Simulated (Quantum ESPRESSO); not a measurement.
# SiC (Moissanite 3C): a worked LO-TO splitting

Wanted: the LO mode of SiC (Moissanite 3C) from the TO mode and the field response.

Main program and level: Quantum ESPRESSO 7.5; DFT LDA, scalar-relativistic, plane waves, PseudoDojo norm-conserving pseudopotentials.

### Step 1. The relaxed structure

It takes space group F-43m (No. 216, cubic). Conventional cell: a = 4.326 Å, b = 4.326 Å, c = 4.326 Å, α = 90.00°, β = 90.00°, γ = 90.00°. Nearest to Si lie 4 C at 1.87 Å. Nearest to C lie 4 Si at 1.87 Å. Farther neighbours are not listed.

Coordinates:

```
Si C
1.0
    -2.16277    0.00000    2.16277
     0.00000    2.16277    2.16277
    -2.16277    2.16277    0.00000
Si C
1 1
Cartesian
  0.0000 0.0000 0.0000
  -1.0814 1.0814 1.0814
```

This is the cell after its relaxation at this level of theory, not the database cell from which that began.

### Step 2. What the response run gave

A linear-response run on the relaxed cell, with the response to an electric field; only its zone-centre results are used. Cutoff 90 Ry, k mesh 12×12×12.

Output:

```text
[banners, grids, parts of the stress and lines that vanish by symmetry left out]
Program PHONON v.7.5
     Reading xml data from directory:

[...]
Exchange-correlation= PW
                           (   1   4   0   0   0   0   0)
[...]
kinetic-energy cut-off    =      90.0000  Ry
     charge density cut-off    =     360.0000  Ry
     convergence threshold     =      1.0E-18
[...]
Exchange-correlation= PW
                           (   1   4   0   0   0   0   0)
[...]
q = (   0.0000000   0.0000000   0.0000000 )
     25 Sym.Ops. (with q -> -q+G )
     G cutoff =  304.6420  (  15665 G-vectors)     FFT grid: ( 36, 36, 36)
     number of k points=    72
[...]
Mode symmetry, T_d (-43m)  point group:
[...]
Dielectric constant
[...]
End of electric fields calculation
          Dielectric constant in cartesian axis
          (       6.878850855      -0.000000000      -0.000000000 )
          (       0.000000000       6.878850855       0.000000000 )
          (      -0.000000000      -0.000000000       6.878850855 )
          Effective charges (d Force / dE) in cartesian axis without acoustic sum rule applied (asr)
           atom    1  Si    Mean Z*:        2.72195
      Ex  (        2.72195        0.00000        0.00000 )
      Ey  (        0.00000        2.72195       -0.00000 )
      Ez  (        0.00000       -0.00000        2.72195 )
           atom    2  C     Mean Z*:       -2.72347
      Ex  (       -2.72347        0.00000       -0.00000 )
      Ey  (        0.00000       -2.72347       -0.00000 )
      Ez  (       -0.00000       -0.00000       -2.72347 )
          Effective charges Sum: Mean:       -0.00151
[...]
Effective charges (d Force / dE) in cartesian axis with asr applied:
           atom    1  Si    Mean Z*:        2.72271
[...]
atom    2  C     Mean Z*:       -2.72271
[...]
Representation #   1 modes #   1   2   3
[...]
End of self-consistent calculation
     Convergence has been achieved
     Representation #   2 modes #   4   5   6
[...]
End of self-consistent calculation
     Convergence has been achieved
[...]
Dielectric constant in cartesian axis
          (       6.878850855      -0.000000000      -0.000000000 )
          (       0.000000000       6.878850855       0.000000000 )
          (      -0.000000000      -0.000000000       6.878850855 )
          Effective charges (d Force / dE) in cartesian axis without acoustic sum rule applied (asr)
           atom    1  Si    Mean Z*:        2.72195
      Ex  (        2.72195        0.00000        0.00000 )
      Ey  (        0.00000        2.72195       -0.00000 )
      Ez  (        0.00000       -0.00000        2.72195 )
           atom    2  C     Mean Z*:       -2.72347
      Ex  (       -2.72347        0.00000       -0.00000 )
      Ey  (        0.00000       -2.72347       -0.00000 )
      Ez  (       -0.00000       -0.00000       -2.72347 )
          Effective charges Sum: Mean:       -0.00151
[...]
Effective charges (d Force / dE) in cartesian axis with asr applied:
           atom    1  Si    Mean Z*:        2.72271
[...]
atom    2  C     Mean Z*:       -2.72271
[...]
q = (    0.000000000   0.000000000   0.000000000 )
[...]
freq (    1) =      -0.028412 [THz] =      -0.947737 [cm-1]
     freq (    2) =      -0.028412 [THz] =      -0.947737 [cm-1]
     freq (    3) =      -0.028412 [THz] =      -0.947737 [cm-1]
     freq (    4) =      23.926420 [THz] =     798.099477 [cm-1]
     freq (    5) =      23.926420 [THz] =     798.099477 [cm-1]
     freq (    6) =      23.926420 [THz] =     798.099477 [cm-1]
[...]
Mode symmetry, T_d (-43m)  point group:
     freq (   1-   3) =         -0.9  [cm-1]   --> T_2  G_15 P_4   I+R
     freq (   4-   6) =        798.1  [cm-1]   --> T_2  G_15 P_4   I+R

   JOB DONE.
```

| quantity | value |
| --- | --- |
| cell volume Ω (Å³) | 20.233 |
| mass of Si (u) | 28.085 |
| mass of C (u) | 12.011 |
| Born charge of Si, raw (e) | 2.722 |
| Born charge of C, raw (e) | -2.724 |
| ε∞ | 6.879 |
| ω(TO) after the sum rule (cm⁻¹) | 798.1 |

### Step 3. The calculation

The charges must sum to zero over the cell; taking off their mean, -0.001 e, leaves Z* = 2.723 e on Si. In the polar mode Si moves against C, so the reduced mass is μ = 28.09 × 12.01 / 40.10 = 8.413 u.

A longitudinal wave builds up a field that adds to the restoring force: ω(LO)² = ω(TO)² + 4π Z*² / (μ Ω ε∞), in Hartree atomic units. With μ = 15336 electron masses and Ω = 136.54 bohr³ the second term is 6.4675e-06 Ha², or 311535 cm⁻² (1 Ha = 219474.6 cm⁻¹).

So ω(LO) = √(636964 + 311535) = 973.9 cm⁻¹, and by the Lyddane-Sachs-Teller relation ε₀ = ε∞ (ω(LO)/ω(TO))² = 10.24.

### Step 4. Check against the program

The analysis program adds the same non-analytic term to the full matrix, here for q along (1 0 0).

Output:

```text
[banner, memory and clock lines left out]
Program DYNMAT v.7.5

     Reading Dynamical Matrix from file g.dyn
     ...Force constants read
     ...epsilon and Z* read

     Polarizability (A^3 units)
     multiply by 0.337882 for Clausius-Mossotti correction
         9.465455    0.000000   -0.000000
        -0.000000    9.465455   -0.000000
        -0.000000    0.000000    9.465455

     IR activities are in (D/A)^2/amu units

# mode   [cm-1]    [THz]      IR
    1     -0.00   -0.0000    0.0000
    2      0.00    0.0000    0.0000
    3      0.00    0.0000    0.0000
    4    798.10   23.9265   20.3291
    5    798.10   23.9265   20.3291
    6    973.91   29.1970   20.3291
```

ε₀ comes from the program's run without a direction of q.

| quantity | by hand | program |
| --- | --- | --- |
| ω(LO) (cm⁻¹) | 973.9 | 973.9 |
| ε₀ | 10.24 | 10.24 |

### Step 5. Outcome

| Item | Value |
| --- | --- |
| TO mode | 798.1 cm⁻¹ |
| LO mode | 973.9 cm⁻¹ |
| static dielectric constant | 10.24 |

In words: The LO mode of SiC (Moissanite 3C) lies at 974 cm⁻¹, 176 cm⁻¹ above the TO mode; the formula meets the program within 0.1 cm⁻¹, as it must for a cubic crystal with one polar mode. ω(LO)² − ω(TO)² goes with Z*²/ε∞: an error of 5 % in ε∞ would move the LO mode by 7.6 cm⁻¹, and semilocal functionals tend to overestimate ε∞. These are harmonic values at zero temperature, at the volume of this functional, for the structure held cubic; stability elsewhere in the zone is no part of this calculation.

[Host names and launcher messages were left out of these logs when they were recorded.]

[Logs are printed without paths, hosts, clocks, repeated set-up lines and the standing remarks that a program may print on its own settings, such as how far it seeks lower states.]

[Hosts, paths, dates, database ids (printed as entryN), source tags and the programs' standing remarks are cut or masked in the printed files.]
